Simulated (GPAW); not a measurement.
```json
{"subject": "Quasiparticle gap of LiH (Fm-3m) in GPAW", "lattice_ang": [[0.0, 2.0368, 2.0368], [2.0368, -0.0, 2.0368], [2.0368, 2.0368, -0.0]], "atoms": [["Li", 0.0, 0.0, 0.0], ["H", 0.5, 0.5, 0.5]], "method": "DFT, PBE, plane waves, PAW (and 1 further level or step)", "program": "GPAW 26.7.0", "settings": "cutoff 600 eV, GPAW PAW setups 1.2.1 data release, 8×8×8 k-mesh, nbands 261", "cost": "4 runs, 2.3 min in all on 4 MPI ranks of Arm Neoverse V2, shared host", "notes": "The database entry behind the starting cell differs from other determinations of this structure. The cell and positions come from the Crystallography Open Database and are kept as given unless a step says otherwise.", "results": {"pbe_gap": "3.00 eV, direct", "g0w0_gap_on_the_mesh": "5.02 eV", "gw_settings": "8×8×8 mesh, 116 bands, screening to 210 eV, Godby-Needs plasmon pole", "known_limits": "short of the basis limit"}}
```

[Long decimals in the printed logs are rounded to 6 places.]

[Logs are printed without paths, hosts, clocks, repeated set-up lines and the standing remarks that a program may print on its own settings, such as how far it seeks lower states.]

[Paths, hosts, dates, memory and timing lines, banners, echoed tables and standing remarks are left out of the program output; an Ansatz launch command may be rebuilt from the run's recorded settings. Measured values are a selection of at most five: reports struck by readers or far from the other reports are left out. None is set beside runs whose start may be inverted or whose files or cutoffs have a known fault.]

[Runs of the session that timed out or met a known fault of the program may be left out.]

[Hosts, paths, dates, database ids (printed as entryN), source tags and the programs' standing remarks are cut or masked in the printed files.]

[Where the starting crystal was built by hand or by swapping elements, it need not be the compound's stable phase.]
